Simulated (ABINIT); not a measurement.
An input for ABINIT 10.8.3 (SiO2 (Quartz)):

```
acell 3*1.0 Angstrom
rprim 
  4.915799999986 0.000000000003 0.000000000000
  -2.457899999996 4.257207679910 0.000000000000
  0.000000000000 0.000000000000 5.409100000000
ntypat 2
znucl 14 8
natom 9
typat 1 1 1 2 2 2 2 2 2
xred 
  0.530300000000 0.000000000000 0.333333333333
  0.000000000000 0.530300000000 0.666666666667
  0.469700000000 0.469700000000 -0.000000000000
  0.146200000000 0.414200000000 0.881000000000
  0.585800000000 0.732000000000 0.214333333333
  0.268000000000 0.853800000000 0.547666666667
  0.414200000000 0.146200000000 0.119000000000
  0.732000000000 0.585800000000 0.785666666667
  0.853800000000 0.268000000000 0.452333333333
pp_dirpath "pseudos"
pseudos "Si.upf, O.upf"
ecut 36
ngkpt 3 3 2
nshiftk 1
shiftk 0 0 0
kptopt 1
chksymbreak 0
istwfk *1
occopt 1
irdwfk 1
optdriver 3
nband 179
ecuteps 3.9
inclvkb 2
awtr 1
symchi 1
indata_prefix "in"
outdata_prefix "out"
tmpdata_prefix "tmp"
```

```sh
OMP_NUM_THREADS=1 mpirun -n 4 abinit run.abi > log
```

Q: Estimate wall time and host memory on 4 MPI ranks of Arm Neoverse V1, shared host.

It took 1.8 min; on shared hardware allow 54 s to 3.6 min. Peak host memory was 2.1 GiB.

[Paths, hosts, dates, memory and timing lines, banners, echoed tables and standing remarks are left out of the program output.]

[Logs are printed without paths, hosts, clocks, repeated set-up lines and the standing remarks that a program may print on its own settings, such as how far it seeks lower states.]

[Runs of the session that timed out or met a known fault of the program may be left out.]

[Hosts, paths, dates, database ids (printed as entryN), source tags and the programs' standing remarks are cut or masked in the printed files.]

[G0W0 gaps are taken among the corrected bands and points alone; a level outside them can change the order at an edge.]

[Where Ansatz stands beside ABINIT at settings called matched, ABINIT's density can come from a denser mesh and the files from another edition; pairs whose starting gaps differed by over 0.03 eV were left out, so agreement reads better than it is.]
